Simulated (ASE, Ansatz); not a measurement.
# What went wrong? H15W3C3S4N3 (P-1) (56 atoms)

Program: Ansatz 0.2.0. The cell: 30 H, 6 W, 6 C, 8 S and 6 N.

Contents of input.yaml:

```yaml
crystal:
  lattice:
    - [9.0847, 0.0, 0.0]
    - [-2.56559, 8.79358, 0.0]
    - [-4.28655, -3.61609, 7.74969]
  atoms:
    - { symbol: H, position: [0.009, 0.5026, 0.35] }
    - { symbol: H, position: [0.991, 0.4974, 0.65] }
    - { symbol: H, position: [0.846, 0.454, 0.315] }
    - { symbol: H, position: [0.154, 0.546, 0.685] }
    - { symbol: H, position: [0.671, 0.981, 0.975] }
    - { symbol: H, position: [0.329, 0.019, 0.025] }
    - { symbol: H, position: [0.82, 0.022, 0.9891] }
    - { symbol: H, position: [0.18, 0.978, 0.0109] }
    - { symbol: H, position: [0.4877, 0.851, 0.503] }
    - { symbol: H, position: [0.5123, 0.149, 0.497] }
    - { symbol: H, position: [0.416, 0.834, 0.339] }
    - { symbol: H, position: [0.584, 0.166, 0.661] }
    - { symbol: H, position: [0.8249, 0.3086, 0.0814] }
    - { symbol: H, position: [0.1751, 0.6914, 0.9186] }
    - { symbol: H, position: [0.9296, 0.4852, 0.088] }
    - { symbol: H, position: [0.0704, 0.5148, 0.912] }
    - { symbol: H, position: [0.7243, 0.4259, 0.0432] }
    - { symbol: H, position: [0.2757, 0.5741, 0.9568] }
    [... 32 atom lines left out ...]
    - { symbol: "N", position: [0.9158, 0.5077, 0.2976] }
    - { symbol: "N", position: [0.0842, 0.4923, 0.7024] }
    - { symbol: "N", position: [0.7514, 0.9588, 0.9957] }
    - { symbol: "N", position: [0.2486, 0.0412, 0.0043] }
    - { symbol: "N", position: [0.4802, 0.805, 0.4117] }
    - { symbol: "N", position: [0.5198, 0.195, 0.5883] }
kpoints:
  mp_grid: { grid: [2, 2, 2] }
hamiltonian:
  xc: pbe
  dispersion: d4
scf:
  occupations: { method: fermi_dirac, width: 5.0 }
  max_iter: 75
output:
  forces: true
```

Started as:

```bash
$ ansatz run input.yaml --threads 4 --pin off --max-ram 8192MiB --backend cpu --events-out ev --progress --plain --runs-dir out
```

Numbers of over 12 decimals in the logs are rounded to 6 here.

Log:

```text
band count auto-derived: 1090, from the close of a first SCF at 164 (N_el = 216.0; filled up to band 108; 164 by the electrons, moments and atoms)
Engine: ansatz 0.2.0, aarch64-unknown-linux-gnu
Pseudopotentials: kind: paw
Pseudopotential: H, paw, valence charge 1, recommended cutoff 420 eV (normal), H.paw.azcp
Pseudopotential: W, paw, valence charge 14, recommended cutoff 420 eV (normal), W.paw.azcp
Pseudopotential: C, paw, valence charge 4, recommended cutoff 420 eV (normal), C.paw.azcp
Pseudopotential: S, paw, valence charge 6, recommended cutoff 420 eV (normal), S.paw.azcp
Pseudopotential: N, paw, valence charge 5, recommended cutoff 420 eV (normal), N.paw.azcp
[... 5 lines on functional and potentials left out ...]
Crystal: 56 atoms, lattice volume = 619.100 Å³
Basis set: ecut = 420 eV, 12113 PW (Γ), exchange–correlation on 128×128×128 points (8 copies of the dense FFT grid, shifted against one another)
Bands: 164, of which v1, the nominal top of the filled ones, is band 108 counted from 1 (107 counted from 0)
Symmetry: 2 space group operations
Space group: P-1 (ITA 2), of the structure as read, at distance tolerance 8.5e-5 Å
k-points: 8
[... 11 lines on functional and potentials left out ...]
Initial density: superposition of atomic densities (neutral atoms: chi_scale 0, normalization atom), corrected by the library's trained network
Initial wavefunctions: pseudopotential atomic-orbital guess
Functional: x = pbe(κ = 0.804, μ = 0.219515), c = pbe(β = 0.066725)
SCF iter   1: F=—  HF=-74204.373845 eV  |F-HF|=—  |Δ(HF+E_count)|=         —  Δρ=5.46e-2  dr2=3.03e1  ethr=1.77e-3  ⟨swp⟩=6.5  Hψ=5439  notcnv=0
preconditioner: auto → LDOS  [metal: Δε(μ)=2.717 eV  Ē_g=12.083 eV  σ=5.000 eV  W_gap=0.13  n_scr=128 (ndim 8)  ℏωp=18.6 eV  f_vac=0.129  D(μ)=9.30/eV (n_scr^D=48)  β→1.0]
SCF iter   2: F=—  HF=-74198.145229 eV  |F-HF|=—  |Δ(HF+E_count)|=    6.23e0  Δρ=2.27e-2  dr2=3.80e0  ethr=1.77e-3  ⟨swp⟩=3.6  Hψ=3852  notcnv=0
preconditioner: auto → Kerker (q_TF=auto, 2.289 Å⁻¹)  [metal: Δε(μ)=2.984 eV  Ē_g=12.761 eV  σ=5.000 eV  W_gap=0.15  n_scr=128 (ndim 8)  ℏωp=18.6 eV  f_vac=0.000  D(μ)=9.02/eV (n_scr^D=48)  β→0.5]
SCF iter   3: F=—  HF=-74197.045836 eV  |F-HF|=—  |Δ(HF+E_count)|=    1.10e0  Δρ=7.44e-3  dr2=5.83e-1  ethr=1.76e-3  ⟨swp⟩=2.0  Hψ=2439  notcnv=0
SCF iter   4: F=—  HF=-74197.029563 eV  |F-HF|=—  |Δ(HF+E_count)|=   1.63e-2  Δρ=1.76e-3  dr2=3.91e-2  ethr=2.70e-4  ⟨swp⟩=3.0  Hψ=2964  notcnv=0
SCF iter   5: F=—  HF=-74197.033165 eV  |F-HF|=—  |Δ(HF+E_count)|=   3.60e-3  Δρ=8.29e-4  dr2=6.64e-3  ethr=1.81e-5  ⟨swp⟩=2.8  Hψ=2122  notcnv=0
SCF iter   6: F=—  HF=-74197.032880 eV  |F-HF|=—  |Δ(HF+E_count)|=   2.85e-4  Δρ=3.00e-4  dr2=1.03e-3  ethr=3.08e-6  ⟨swp⟩=2.8  Hψ=2438  notcnv=0
SCF iter   7: F=—  HF=-74197.032926 eV  |F-HF|=—  |Δ(HF+E_count)|=   4.65e-5  Δρ=1.14e-4  dr2=1.87e-4  ethr=4.77e-7  ⟨swp⟩=2.1  Hψ=2407  notcnv=0
SCF iter   8: F=—  HF=-74197.032911 eV  |F-HF|=—  |Δ(HF+E_count)|=   1.49e-5  Δρ=4.17e-5  dr2=1.88e-5  ethr=8.65e-8  ⟨swp⟩=2.9  Hψ=2242  notcnv=0
SCF iter   9: F=—  HF=-74197.033608 eV  |F-HF|=—  |Δ(HF+E_count)|=   6.97e-4  Δρ=2.17e-5  dr2=5.61e-6  ethr=8.69e-9  ⟨swp⟩=4.0  Hψ=2616  notcnv=0
SCF iter  10: F=—  HF=-74197.033608 eV  |F-HF|=—  |Δ(HF+E_count)|=   2.83e-7  Δρ=8.49e-6  dr2=7.30e-7  ethr=2.60e-9  ⟨swp⟩=2.6  Hψ=2438  notcnv=0
[...]
SCF 1, on 164 bands, converged in 12 iterations: F = -74197.033608 eV; the run's SCF on all bands comes behind
  greatest PAW one-centre occupation: 0.999 electrons in one spin orbital (limit 2), on the W atom at site 31 (counted from 0), in its partial waves of l = 0
The result of the SCF on 164 bands, without a stress, told ahead of the SCF on all bands, whose result is the run's:
SCF converged after 12 iterations
Free energy (F): -74197.033608 eV
Harris-Foulkes:  -74197.033608 eV  (|F-HF|=6.39e-9)
Internal energy: -73507.796567 eV  (E = F + TS)
[...]
atom   9  H     -8.38586159     1.32877811    14.68000173
  atom  10  H      8.38586159    -1.32877811   -14.68000173
  atom  11  H     -6.21570142    10.29938359   -11.39862945
  atom  12  H      6.21570142   -10.29938359    11.39862945
  atom  13  H      2.22010084    -7.48767262    -1.87666366
  atom  14  H     -2.22010084     7.48767262     1.87666366
[...]
max |Σ_I F_I| component: 0.00e0 eV/Å
--- Band table (eV; the first three rows and the last of 8) ---
  k-point 0: bands = ["-67.7471", "-67.6556", "-67.6513", "-67.6453", [... 148 levels ...], "12.2157", "12.2648", "12.4587", "12.4808", "12.5288", "12.7177", "12.7818", "12.8644", "12.8782", "12.9813", "13.0243", "13.2705"]
[...]
Of that result alone: the bands leave out some 1.945e0 electrons a cell, over the threshold 1e-3 (by scf.eigensolver.empty_state_threshold): the first level above them, at 13.3547 eV, would hold 3.453e-1 of 2 at k-index 1, k = (0.0000, 0.0000, -0.5000) — in the run's first SCF, on fewer bands than the run's own 1090
Bands: 1090, of which v1, the nominal top of the filled ones, is band 108 counted from 1 (107 counted from 0)
Initial density: handed on by an earlier stage of this run
SCF iter   1: F=—  HF=-74284.614532 eV  |F-HF|=—  |Δ(HF+E_count)|=         —  Δρ=1.95e-2  dr2=1.33e1  ethr=3.10e-3  ⟨swp⟩=6.0  Hψ=40566  notcnv=0
preconditioner: auto → Kerker (q_TF=auto, 2.289 Å⁻¹)  [metal: Δε(μ)=0.008 eV  Ē_g=48.694 eV  σ=5.000 eV  W_gap=0.00  n_scr=128 (ndim 8)  ℏωp=18.7 eV  f_vac=0.000  D(μ)=11.92/eV (n_scr^D=70)]
SCF iter   2: F=—  HF=-74283.525739 eV  |F-HF|=—  |Δ(HF+E_count)|=    1.09e0  Δρ=1.31e-2  dr2=6.66e0  ethr=3.10e-3  ⟨swp⟩=1.0  Hψ=10032  notcnv=0
SCF iter   3: F=—  HF=-74282.467097 eV  |F-HF|=—  |Δ(HF+E_count)|=    1.06e0  Δρ=2.65e-3  dr2=1.96e-1  ethr=3.09e-3  ⟨swp⟩=1.0  Hψ=8720  notcnv=0
SCF iter   4: F=—  HF=-74282.433596 eV  |F-HF|=—  |Δ(HF+E_count)|=   3.35e-2  Δρ=7.93e-4  dr2=1.32e-2  ethr=9.10e-5  ⟨swp⟩=1.0  Hψ=10032  notcnv=0
SCF iter   5: F=—  HF=-74282.432013 eV  |F-HF|=—  |Δ(HF+E_count)|=   1.58e-3  Δρ=2.80e-4  dr2=1.97e-3  ethr=6.12e-6  ⟨swp⟩=2.0  Hψ=9049  notcnv=0
SCF iter   6: F=—  HF=-74282.431725 eV  |F-HF|=—  |Δ(HF+E_count)|=   2.87e-4  Δρ=9.22e-5  dr2=1.84e-4  ethr=9.13e-7  ⟨swp⟩=2.0  Hψ=9605  notcnv=0
SCF iter   7: F=—  HF=-74282.431715 eV  |F-HF|=—  |Δ(HF+E_count)|=   1.06e-5  Δρ=2.64e-5  dr2=1.62e-5  ethr=8.50e-8  ⟨swp⟩=2.1  Hψ=9269  notcnv=0
SCF iter   8: F=—  HF=-74282.432324 eV  |F-HF|=—  |Δ(HF+E_count)|=   6.09e-4  Δρ=7.95e-6  dr2=1.66e-6  ethr=7.48e-9  ⟨swp⟩=2.5  Hψ=12517  notcnv=0
SCF iter   9: F=—  HF=-74282.432321 eV  |F-HF|=—  |Δ(HF+E_count)|=   3.15e-6  Δρ=2.66e-6  dr2=2.05e-7  ethr=7.70e-10  ⟨swp⟩=2.2  Hψ=12012  notcnv=0
SCF iter  10: F=-74282.432317 eV  HF=-74282.432317 eV  |F-HF|=1.32e-8  |Δ(HF+E_count)|=   3.71e-6  Δρ=1.00e-6  dr2=2.51e-8  ethr=4.63e-11  ⟨swp⟩=12.0  Hψ=39258  notcnv=0
SCF 2 converged in 10 iterations: F = -74282.432317 eV  dr2 = 2.51e-8
[...]
SCF converged after 22 iterations (12 of them on 164 bands)
Free energy (F): -74282.432317 eV
Harris-Foulkes:  -74282.432317 eV  (|F-HF|=1.32e-8)
Internal energy: -73300.470563 eV  (E = F + TS)
E sigma→0 (E₀):  -73791.451440 eV
Entropy (-TS):   -981.961754 eV (-17535.031 meV/atom)
Fermi energy:    3.446404 eV
--- Per-component energies (eV) ---
  E_band       = -2168.115165
  E_kinetic    = 5794.238802
  E_local      = -21497.241072  (includes V_loc(G=0)·N_el)
  E_nonlocal   = 823.554302
  E_hartree    = 8491.037219
  E_xc         = -3264.270039
  E_vxc        = -3252.489618  (∫ρ·V_xc dr)
  E_paw        = -57597.271305  (= ΣΔE_a)
  E_vpaw       = -1018.205366  (= ΣTr[D̂ρ^β])
  E_aug_tail   = -0.047057  (compensation charges beyond the density's cutoff)
  E_ewald      = -6043.536025
  E_disp       = -6.935388  (pairwise vdW)
  E_smearing   = -981.961754  (= −TS)
  E_closure    = 0.000000  (closes the sum)
  Σ components = -74282.432317   (vs F -74282.432317, Δ=0.00e0)
--- Forces (eV/Å), atoms counted from 1 ---
[...]
atom  12  H      7.00751766   -11.45414404    12.66420023
  atom  13  H      2.70002945    -9.08334248    -2.52089075
  atom  14  H     -2.70002945     9.08334248     2.52089075
[...]
atom  55  N     13.83115004    -7.89555629    -2.03442613
  atom  56  N    -13.83115004     7.89555629     2.03442613
  max |Σ_I F_I| component: 0.00e0 eV/Å
--- Band table (eV; the first three rows and the last of 8) ---
  k-point 0: bands = ["-69.0253", "-68.9334", "-68.9288", "-68.9245", [... 1074 levels ...], "75.5067", "75.5981", "75.6289", "75.7294", "75.7494", "75.8393", "75.9906", "76.0422", "76.0424", "76.1159", "76.1336", "76.1935"]
[...]
```

Run time: 5.9 min. Hardware: 4 threads of Arm Neoverse V1, shared host; peak memory 5.3 GiB.

Reading the cycles: dr2 is the Hartree energy of the density residual (eV), the measure of convergence; HF is the Harris–Foulkes estimate of the energy, which meets the free energy F at convergence.

Against a sound run (Kohn-Sham DFT, PBE+D4, PAW (set soft_2), plane waves):

- r.m.s. difference of force components: 3180 meV/Å
- longest difference of force vectors: 9125 meV/Å
- force difference over r.m.s. force: 43.03 %

What is at fault here, and what would mend it?

A smearing of electronvolts: scf.occupations = {"method": "fermi_dirac", "width": 5.0}.

The fix is to set scf.occupations back to {"method": "gaussian", "width": 0.05}.

The run converged all the same, so the exit status doesn't show the fault.

[Logs are printed without paths, hosts, clocks, repeated set-up lines and the standing remarks that a program may print on its own settings, such as how far it seeks lower states.]

[Hosts, paths, dates, database ids (printed as entryN), source tags and the programs' standing remarks are cut or masked in the printed files.]
